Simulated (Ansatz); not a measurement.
Consider KSrYWO6 (F-43m).

```
K Sr Y W O
1.0
     0.00000    4.19349    4.19349
     4.19349    0.00000    4.19349
     4.19349    4.19349    0.00000
K Sr Y W O
1 1 1 1 6
Direct
  0.25000 0.25000 0.25000
  0.75000 0.75000 0.75000
  0.50000 0.50000 0.50000
  0.00000 0.00000 0.00000
  0.76724 0.23276 0.23276
  0.23276 0.76724 0.76724
  0.76724 0.76724 0.23276
  0.23276 0.23276 0.76724
  0.23276 0.76724 0.23276
  0.76724 0.23276 0.76724
```

The cell and positions are those that the Materials Project relaxed with its own functionals (PBE, PBE+U or r2SCAN), kept fixed. At the settings of the band run the largest force is still 0.43 eV/Å. Spin-orbit coupling is left out unless a run names it.

Gaps computed with Ansatz 0.2.0 without a self-energy: LDA 2.33 eV, PBE 2.46 eV and HSE06 3.79 eV. The mean ε∞ by PBE perturbation theory is 4.57.

Question: What gap should G0W0 on PBE give (4×4×4 mesh, 808 empty bands, screening to 180 eV, PAW set soft_1 files)?

About 3.80 eV: on its mesh the run moves the gap from 2.46 eV by +1.33 eV. Among the scalar-relativistic levels given, HSE06 is nearest (−0.01 eV). One-shot corrections scale roughly with one over ε∞, here 0.22. Bands and cutoff are finite, so the gap is not at the basis limit. The miss can reach some tenths of an eV and take either sign; the mesh is an error of its own. The many-body steps are scalar-relativistic: spin-orbit coupling is not in them.

[Paths, hosts, dates, memory and timing lines, banners, echoed tables and standing remarks are left out of the program output.]

[Logs are printed without paths, hosts, clocks, repeated set-up lines and the standing remarks that a program may print on its own settings, such as how far it seeks lower states.]

[Runs of the session that timed out or met a known fault of the program may be left out.]

[Cells called generated may have been cut or substituted from an entry of the Crystallography Open Database or the Materials Project.]

[Hosts, paths, dates, database ids (printed as entryN), source tags and the programs' standing remarks are cut or masked in the printed files.]
